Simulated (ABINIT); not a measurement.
An input for ABINIT 10.8.3 (Al2O3 (Corundum)):

```
acell 3*1.0 Angstrom
rprim 
  2.380249999995 1.374237978213 4.331866666707
  -2.380249999995 1.374237978213 4.331866666707
  -0.000000000000 -2.748475956495 4.331866666685
ntypat 2
znucl 13 8
natom 10
typat 1 1 1 1 2 2 2 2 2 2
xred 
  0.352160000000 0.352160000000 0.352160000000
  0.147840000000 0.147840000000 0.147840000000
  0.647840000000 0.647840000000 0.647840000000
  0.852160000000 0.852160000000 0.852160000000
  0.556680000000 0.943320000000 0.250000000000
  0.250000000000 0.556680000000 0.943320000000
  0.943320000000 0.250000000000 0.556680000000
  0.443320000000 0.056680000000 0.750000000000
  0.750000000000 0.443320000000 0.056680000000
  0.056680000000 0.750000000000 0.443320000000
pp_dirpath "pseudos"
pseudos "Al.upf, O.upf"
ecut 36
ngkpt 6 6 6
nshiftk 1
shiftk 0 0 0
kptopt 1
chksymbreak 0
istwfk *1
occopt 1
irdwfk 1
optdriver 99
bs_calctype 1
mbpt_sciss 2.184 eV
bs_loband 22
nband 25
bs_exchange_term 1
bs_coulomb_term 21
bs_coupling 0
bs_algorithm 1
bs_freq_mesh 0 11 0.1 eV
zcut 0.1 eV
ecuteps 3
ecutwfn 18
inclvkb 2
mdf_epsinf 3.2
irdden 1
indata_prefix "in"
outdata_prefix "out"
tmpdata_prefix "tmp"
```

```sh
OMP_NUM_THREADS=1 mpirun -n 4 abinit run.abi > log
```

**Question.** How long will it take on 4 MPI ranks of Arm Neoverse V2, shared host, and how much memory?

It took 30 s; on shared hardware allow 15 s to 61 s. Peak host memory was 1.2 GiB.

The kernel grows as the square of the matrix size, and full diagonalisation as its cube.

[Paths, hosts, dates, memory and timing lines, banners, echoed tables and standing remarks are left out of the program output.]

[Logs are printed without paths, hosts, clocks, repeated set-up lines and the standing remarks that a program may print on its own settings, such as how far it seeks lower states.]

[Runs of the session that timed out or met a known fault of the program may be left out.]

[Hosts, paths, dates, database ids (printed as entryN), source tags and the programs' standing remarks are cut or masked in the printed files.]

[G0W0 gaps are taken among the corrected bands and points alone; a level outside them can change the order at an edge.]

[Where Ansatz stands beside ABINIT at settings called matched, ABINIT's density can come from a denser mesh and the files from another edition; pairs whose starting gaps differed by over 0.03 eV were left out, so agreement reads better than it is.]
